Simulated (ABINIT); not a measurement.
# MgS (F-43m): a self-consistent loop beyond G0W0, cycle by cycle

Wanted: G0W0 and self-consistent gaps of MgS (F-43m), with the cost of the cycles.

Program: ABINIT 10.8.3. Level of theory: LDA and many-body steps on it, plane waves. Results are calculated unless marked as measured.

## Step 1: Starting point

It takes space group F-43m (No. 216, cubic). The conventional cell has a = 5.666 Å, b = 5.666 Å, c = 5.666 Å, α = 90.00°, β = 90.00°, γ = 90.00°. Nearest to Mg lie 4 S at 2.45 Å. Nearest to S lie 4 Mg at 2.45 Å. Farther neighbours and most contacts between anions are not listed.

The cell and positions are those that the Materials Project relaxed with its own functionals (PBE, PBE+U or r2SCAN), kept fixed. This is not the form that MgS usually takes at ambient conditions.

## Step 2: Empty states on the mesh, 4×4×4 mesh, 42 bands

This step: ABINIT 10.8.3; DFT, LDA, plane waves, norm-conserving pseudopotentials.

The sums over transitions need many empty states on a uniform mesh; this step solves for them.

File run.abi:

```
acell 3*1.0 Angstrom
rprim 
  -0.000000000000 2.833120046800 2.833120046800
  2.833120046800 0.000000000000 2.833120046800
  2.833120046800 2.833120046800 -0.000000000000
ntypat 2
znucl 12 16
natom 2
typat 1 2
xred 
  0.000000000000 0.000000000000 0.000000000000
  0.750000000000 0.750000000000 0.750000000000
pp_dirpath "pseudos"
pseudos "Mg.upf, S.upf"
ecut 38
ngkpt 4 4 4
nshiftk 1
shiftk 0 0 0
kptopt 1
chksymbreak 0
iscf -2
irdden 1
istwfk *1
nband 42
nbdbuf 4
tolwfr 1e-09
nstep 60
prtvol 0
indata_prefix "in"
outdata_prefix "out"
tmpdata_prefix "tmp"
```

Command:

```
$ OMP_NUM_THREADS=1 mpirun -n 4 abinit run.abi > log
```

Numbers of over 12 decimals in the logs are rounded to 6 here.

The log of the run:

```text
.Version 10.8.3 of ABINIT. v10.8.2 released Aug 2026.

 Symmetries : space group F-4 3 m (#216); Bravais cF (face-center cubic)
[... echo of the input left out ...]
== DATASET  1 ==================================================================
-   mpi_nproc: 4, omp_nthreads: 1 (-1 if OMP is not activated)

--- !DatasetInfo
iteration_state: {dtset: 1, }
dimensions: {natom: 2, nkpt: 8, mband: 42, nsppol: 1, nspinor: 1, nspden: 1, mpw: 3479, }
cutoff_energies: {ecut:  38.0, pawecutdg:  -1.0, }
[...]
0.97936    0.98531    0.98531    1.18207    1.18207    1.18207    1.35895    1.35895
   1.35895    1.40639    1.41816    1.41816    1.55787    1.55787    1.55787    1.60610
   1.60610    1.66556
 prteigrs : prtvol=0 or 1, do not print more k-points.

== END DATASET(S) ==============================================================
================================================================================

 -outvars: echo values of variables after computation  --------
            nband          42
             nkpt           8
          spgroup         216
 [... the other variables as echoed above ...]

 Calculation completed.
```

It took 6.5 s on 4 MPI ranks of Intel Xeon Platinum 8488C (Sapphire Rapids), shared host; peak memory 0.31 GiB; 24 s of CPU time.

This step gave:

| Property | Result |
| --- | --- |
| gap | 3.165 eV |
| k of the valence top | 0, 0, 0 |
| k of the conduction bottom | 0, 0, 0 |
| least direct gap | 3.165 eV |
| k points computed | 8 |
| lowest point of the top converged band, above the valence top | 37.95 eV |

On this mesh the gap is 3.165 eV.

The density comes from a self-consistent run that is not shown.

## Step 3: Screening, 4×4×4 mesh, 38 bands, screening to 106.1 eV

The RPA dielectric matrix is built and inverted for each q.

This step: RPA screening on LDA, plane waves, norm-conserving pseudopotentials.

run.abi, as its differences from that of step 2:

```diff
@@ -20,10 +20,11 @@
 chksymbreak 0
-iscf -2
-irdden 1
 istwfk *1
-nband 42
-nbdbuf 4
-tolwfr 1e-09
-nstep 60
-prtvol 0
+occopt 1
+irdwfk 1
+optdriver 3
+nband 38
+ecuteps 3.9
+inclvkb 2
+awtr 1
+symchi 1
 indata_prefix "in"
```

The log of the run:

```text
.Version 10.8.3 of ABINIT. v10.8.2 released Aug 2026.

 Symmetries : space group F-4 3 m (#216); Bravais cF (face-center cubic)
[... echo of the input left out ...]
== DATASET  1 ==================================================================
-   mpi_nproc: 4, omp_nthreads: 1 (-1 if OMP is not activated)

--- !DatasetInfo
iteration_state: {dtset: 1, }
dimensions: {natom: 2, nkpt: 8, mband: 38, nsppol: 1, nspinor: 1, nspden: 1, mpw: 3479, }
cutoff_energies: {ecut:  38.0, pawecutdg:  -1.0, }
electrons: {nelect:   1.60000000E+01, charge:   0.00000000E+00, occopt:   1.00000000E+00, tsmear:   1.00000000E-02, }

 SCREENING: Calculation of the susceptibility and dielectric matrices

 Based on a program developped by R.W. Godby, V. Olevano, G. Onida, and L. Reining.
 Incorporated in ABINIT by V. Olevano, G.-M. Rignanese, and M. Torrent.
.Using double precision arithmetic ; gwpc =  8

[... cell and pseudopotentials left out ...]
--------------------------------------------------------------------------------

 ==== K-mesh for the wavefunctions ====
 Number of points in the irreducible wedge :     8
[... list of points left out ...]
 Together with 24 symmetry operations and time-reversal symmetry
 yields    64 points in the full Brillouin Zone.

 ==== Q-mesh for the screening function ====
 Number of points in the irreducible wedge :     8
[... list of points left out ...]
 Together with 24 symmetry operations and time-reversal symmetry
 yields    64 points in the full Brillouin Zone.

 setmesh: FFT mesh size selected  =    27x   27x   27
          total number of points  =        19683

 vcoul_init : cutoff-mode = AUXILIARY_FUNCTION
 q-points for optical limit:   1
     1)      0.000010    0.000020    0.000030

- screening: taking advantage of time-reversal symmetry
- Maximum band index for partially occupied states nbvw = 8
- Remaining bands to be divided among processors   nbcw = 30
- Number of bands treated by each node ~7

 Number of electrons calculated from density =   16.0000; Expected =   16.0000
 average of density, n =  0.052131
 r_s =    1.6606
 omega_plasma =   22.0244 [eV]

 calculating chi0 at frequencies [eV] :
  1    0.000000E+00    0.000000E+00
  2    0.000000E+00    2.202444E+01

--------------------------------------------------------------------------------
  q-point number  1        q = ( 0.000000, 0.000000, 0.000000) [r.l.u.]
--------------------------------------------------------------------------------
[... chi0 elements left out ...]
 For q-point:  0.000010 0.000020 0.000030
  dielectric constant =   4.3970
  dielectric constant without local fields =   5.1749

  Average fulfillment of the sum rule on Im[epsilon] for q-point    1 :     38.07  [%]
[... wings left out ...]
  q-point number  2        q = ( 0.250000, 0.000000, 0.000000) [r.l.u.]
--------------------------------------------------------------------------------
[... chi0 elements left out ...]
  Average fulfillment of the sum rule on Im[epsilon] for q-point    2 :     49.97  [%]

 [... 6 further q-points ...]
```

Wall time 6 s (4 MPI ranks); peak memory 0.52 GiB.

This step gave:

```yaml
eps_infinity_with_local_fields_on_this_mesh_along_the_program_s_q_direction: 4.397
the_same_without_local_fields: 5.175
plasma_frequency: 22.02 eV
plane_waves_in_the_screening_matrix: 113
```

Local fields lower ε∞ by 15 %. On a Γ-centred mesh this coarse the value itself is usually too large, while a short band sum pulls it down.

## Step 4: G0W0

The self-energy is evaluated for the states that the input lists, and the levels follow from it, in one-shot runs by the linearised quasiparticle equation.

This step: G0W0 on LDA, plane waves, norm-conserving pseudopotentials.

run.abi, as its differences from that of step 3:

```diff
@@ -23,8 +23,15 @@
 irdwfk 1
-optdriver 3
+optdriver 4
 nband 38
+gwcalctyp 0
+ecutsigx 38
+symsigma 1
+nkptgw 1
+kptgw 
+  0.0000000000 0.0000000000 0.0000000000
+bdgw 
+  6 12
 ecuteps 3.9
-inclvkb 2
-awtr 1
-symchi 1
+irdscr 1
+ppmodel 1
 indata_prefix "in"
```

The log of the run:

```text
.Version 10.8.3 of ABINIT. v10.8.2 released Aug 2026.

 Symmetries : space group F-4 3 m (#216); Bravais cF (face-center cubic)
[... echo of the input left out ...]
== DATASET  1 ==================================================================
-   mpi_nproc: 4, omp_nthreads: 1 (-1 if OMP is not activated)

--- !DatasetInfo
iteration_state: {dtset: 1, }
dimensions: {natom: 2, nkpt: 8, mband: 38, nsppol: 1, nspinor: 1, nspden: 1, mpw: 3479, }
cutoff_energies: {ecut:  38.0, pawecutdg:  -1.0, }
electrons: {nelect:   1.60000000E+01, charge:   0.00000000E+00, occopt:   1.00000000E+00, tsmear:   1.00000000E-02, }

 SIGMA: Calculation of the GW corrections

 Based on a program developped by R.W. Godby, V. Olevano, G. Onida, and L. Reining.
 Incorporated in ABINIT by V. Olevano, G.-M. Rignanese, and M. Torrent.
.Using double precision arithmetic ; gwpc =  8

[... cell and pseudopotentials left out ...]
--------------------------------------------------------------------------------

 ==== K-mesh for the wavefunctions ====
 Number of points in the irreducible wedge :     8
[... list of points left out ...]
 Together with 24 symmetry operations and time-reversal symmetry
 yields    64 points in the full Brillouin Zone.

 ==== Q-mesh for screening function ====
 Number of points in the irreducible wedge :     8
[... list of points left out ...]
 Together with 24 symmetry operations and time-reversal symmetry
 yields    64 points in the full Brillouin Zone.

 vcoul_init : cutoff-mode = AUXILIARY_FUNCTION
 q-points for optical limit:   1
     1)      0.000010    0.000020    0.000030
 setmesh: FFT mesh size selected  =    45x   45x   45
          total number of points  =        91125

 Number of electrons calculated from density =   16.0000; Expected =   16.0000
 average of density, n =  0.052131
 r_s =    1.6606
 omega_plasma =   22.0244 [eV]

 === KS Band Gaps ===
  >>>> For spin  1
   Minimum direct gap =   3.1654 [eV], located at k-point      :   0.0000  0.0000  0.0000
   Fundamental gap    =   3.1654 [eV], Top of valence bands at :   0.0000  0.0000  0.0000
                                       Bottom of conduction at :   0.0000  0.0000  0.0000
 SIGMA fundamental parameters:
 PLASMON POLE MODEL  1
 number of plane-waves for SigmaX                 3479
 number of plane-waves for SigmaC and W            113
 number of plane-waves for wavefunctions          3479
 number of bands                                    38
 number of independent spin polarizations            1
 number of spinorial components                      1
 number of k-points in IBZ                           8
 number of q-points in IBZ                           8
 number of symmetry operations                      24
 number of k-points in BZ                           64
 number of q-points in BZ                           64
 number of frequencies for dSigma/dE                 9
 frequency step for dSigma/dE [eV]                0.25
 number of omega for Sigma on real axis              0
 max omega for Sigma on real axis  [eV]           0.00
 zcut for avoiding poles [eV]                     0.10

 EPSILON^-1 parameters (SCR file):
 dimension of the eps^-1 matrix on file            113
 dimension of the eps^-1 matrix used               113
 number of plane-waves for wavefunctions          3479
 number of bands                                    38
 number of q-points in IBZ                           8
 number of frequencies                               2
 number of real frequencies                          1
 number of imag frequencies                          1

 matrix elements of self-energy operator (all in [eV])

 Perturbative Calculation

--- !SelfEnergy_ee
iteration_state: {dtset: 1, }
kpoint     : [   0.000,    0.000,    0.000, ]
spin       : 1
KS_gap     :    3.165
QP_gap     :    4.923
Delta_QP_KS:    1.757
data: !SigmaeeData |
     Band     E0 <VxcDFT>   SigX SigC(E0)      Z dSigC/dE  Sig(E)    E-E0       E
        6   1.305 -12.870 -16.221   2.275   0.781  -0.281 -13.710  -0.840   0.465
        7   1.305 -12.870 -16.221   2.275   0.781  -0.281 -13.710  -0.840   0.465
        8   1.305 -12.870 -16.221   2.275   0.781  -0.281 -13.710  -0.840   0.465
        9   4.470  -9.360  -5.069  -3.168   0.818  -0.223  -8.442   0.917   5.387
       10   9.041 -10.175  -4.841  -3.572   0.810  -0.235  -8.749   1.426  10.467
       11   9.041 -10.175  -4.841  -3.572   0.810  -0.235  -8.749   1.426  10.467
       12   9.041 -10.175  -4.841  -3.572   0.810  -0.235  -8.749   1.426  10.467

== END DATASET(S) ==============================================================
================================================================================

 -outvars: echo values of variables after computation  --------
           etotal      0.0000000000E+00
            nband          38
             nkpt           8
          spgroup         216
 [... the other variables as echoed above ...]

 Calculation completed.
```

It took 3 s on 4 MPI ranks; peak memory 0.16 GiB.

This step gave:

```yaml
g0w0_gap_on_the_points_computed: 4.922 eV
starting_gap_on_the_mesh: 3.165 eV
k_of_the_valence_top: 0, 0, 0
k_of_the_conduction_bottom: 0, 0, 0
z_at_the_valence_top: 0.781
z_at_the_conduction_bottom: 0.818
least_direct_g0w0_gap_on_the_computed_points: 4.922 eV
```

The gap on the mesh goes from 3.17 eV to 4.92 eV, a correction of +1.76 eV.

## Step 5: evGW0, cycle 1

This step: evGW0 on LDA, plane waves, norm-conserving pseudopotentials.

run.abi, as its differences from that of step 4:

```diff
@@ -25,10 +25,24 @@
 nband 38
-gwcalctyp 0
+gwcalctyp 10
 ecutsigx 38
 symsigma 1
-nkptgw 1
+nkptgw 8
 kptgw 
   0.0000000000 0.0000000000 0.0000000000
+  0.2500000000 0.0000000000 0.0000000000
+  0.5000000000 0.0000000000 0.0000000000
+  0.2500000000 0.2500000000 0.0000000000
+  0.5000000000 0.2500000000 0.0000000000
+  -0.2500000000 0.2500000000 0.0000000000
+  0.5000000000 0.5000000000 0.0000000000
+  -0.2500000000 0.5000000000 0.2500000000
 bdgw 
-  6 12
+  1 18
+  1 18
+  1 18
+  1 18
+  1 18
+  1 18
+  1 18
+  1 18
 ecuteps 3.9
```

The log of the run:

```text
.Version 10.8.3 of ABINIT. v10.8.2 released Aug 2026.

 Symmetries : space group F-4 3 m (#216); Bravais cF (face-center cubic)
[... echo of the input left out ...]
== DATASET  1 ==================================================================
-   mpi_nproc: 4, omp_nthreads: 1 (-1 if OMP is not activated)

--- !DatasetInfo
iteration_state: {dtset: 1, }
dimensions: {natom: 2, nkpt: 8, mband: 38, nsppol: 1, nspinor: 1, nspden: 1, mpw: 3479, }
cutoff_energies: {ecut:  38.0, pawecutdg:  -1.0, }
electrons: {nelect:   1.60000000E+01, charge:   0.00000000E+00, occopt:   1.00000000E+00, tsmear:   1.00000000E-02, }

 SIGMA: Calculation of the GW corrections

 Based on a program developped by R.W. Godby, V. Olevano, G. Onida, and L. Reining.
 Incorporated in ABINIT by V. Olevano, G.-M. Rignanese, and M. Torrent.
.Using double precision arithmetic ; gwpc =  8

[... cell and pseudopotentials left out ...]
--------------------------------------------------------------------------------

 ==== K-mesh for the wavefunctions ====
 Number of points in the irreducible wedge :     8
[... list of points left out ...]
 Together with 24 symmetry operations and time-reversal symmetry
 yields    64 points in the full Brillouin Zone.

 ==== Q-mesh for screening function ====
 Number of points in the irreducible wedge :     8
[... list of points left out ...]
 Together with 24 symmetry operations and time-reversal symmetry
 yields    64 points in the full Brillouin Zone.

 vcoul_init : cutoff-mode = AUXILIARY_FUNCTION
 q-points for optical limit:   1
     1)      0.000010    0.000020    0.000030
 setmesh: FFT mesh size selected  =    45x   45x   45
          total number of points  =        91125

 Number of electrons calculated from density =   16.0000; Expected =   16.0000
[...]
QP_gap     :    6.494
Delta_QP_KS:    1.776
data: !SigmaeeData |
     Band     E_DFT   <VxcDFT>   E(N-1)  <Hhartree>   SigX  SigC[E(N-1)]    Z     dSigC/dE  Sig[E(N)]  DeltaE  E(N)_pert E(N)_diago
[...]
--- !SelfEnergy_ee
iteration_state: {dtset: 1, }
kpoint     : [  -0.250,    0.500,    0.250, ]
spin       : 1
KS_gap     :    6.713
QP_gap     :    8.496
Delta_QP_KS:    1.783
data: !SigmaeeData |
     Band     E_DFT   <VxcDFT>   E(N-1)  <Hhartree>   SigX  SigC[E(N-1)]    Z     dSigC/dE  Sig[E(N)]  DeltaE  E(N)_pert E(N)_diago
[...]
17    18.731   -10.084    18.731    28.815    -3.393    -5.232     0.712    -0.405    -9.046     1.038    19.769    20.190
       18    19.458    -9.565    19.458    29.023    -2.820    -5.243     0.690    -0.449    -8.529     1.036    20.494    20.959

 New Fermi energy :        1.069589E-01 Ha ,    2.910499E+00 eV
 New Exchange energy :    -9.665416E+00 Ha ,   -2.630094E+02 eV

 === QP Band Gaps ===
  >>>> For spin  1
   Minimum direct gap =   5.3634 [eV], located at k-point      :   0.0000  0.0000  0.0000
   Fundamental gap    =   5.3634 [eV], Top of valence bands at :   0.0000  0.0000  0.0000
                                       Bottom of conduction at :   0.0000  0.0000  0.0000

 writing QP data on file : out_QPS

 Convergence of QP corrections
 >>>>> For spin  1 <<<<<
.  kptgw no:  1; Maximum DeltaE = ( -14.744   0.216) for band index:  1
.  kptgw no:  2; Maximum DeltaE = ( -14.723   0.298) for band index:  1
.  kptgw no:  3; Maximum DeltaE = ( -14.682   0.074) for band index:  1
[...]
.  kptgw no:  7; Maximum DeltaE = ( -14.664   0.214) for band index:  1
.  kptgw no:  8; Maximum DeltaE = ( -14.668   0.214) for band index:  1

== END DATASET(S) ==============================================================
================================================================================

 -outvars: echo values of variables after computation  --------
           etotal      0.0000000000E+00
            nband          38
             nkpt           8
          spgroup         216
 [... the other variables as echoed above ...]

 Calculation completed.
```

Wall time 29 s (4 MPI ranks); peak memory 1.4 GiB; 1.9 min of CPU time.

This step gave:

```
quasiparticle gap on the mesh                         : 5.363 eV
gap of the density functional on the mesh             : 3.165 eV
k of the valence top                                  : 0, 0, 0
k of the conduction bottom                            : 0, 0, 0
Z at the valence top                                  : 0.781
Z at the conduction bottom                            : 0.818
least direct quasiparticle gap on the computed points : 5.363 eV
```

Against G0W0 in ABINIT (4×4×4 mesh, 38 bands, screening to 106.1 eV, Godby-Needs plasmon pole), the gap moves by +0.441 eV. This first cycle still uses the starting levels; it takes the full correction, at all points of the mesh, and its linearised value is 4.922 eV.

[end of part 1 of 2]

[Paths, hosts, dates, memory and timing lines, banners, echoed tables and standing remarks are left out of the program output.]

[Logs are printed without paths, hosts, clocks, repeated set-up lines and the standing remarks that a program may print on its own settings, such as how far it seeks lower states.]

[Runs of the session that timed out or met a known fault of the program may be left out.]

[Hosts, paths, dates, database ids (printed as entryN), source tags and the programs' standing remarks are cut or masked in the printed files.]

[G0W0 gaps are taken among the corrected bands and points alone; a level outside them can change the order at an edge.]

[Where Ansatz stands beside ABINIT at settings called matched, ABINIT's density can come from a denser mesh and the files from another edition; pairs whose starting gaps differed by over 0.03 eV were left out, so agreement reads better than it is.]
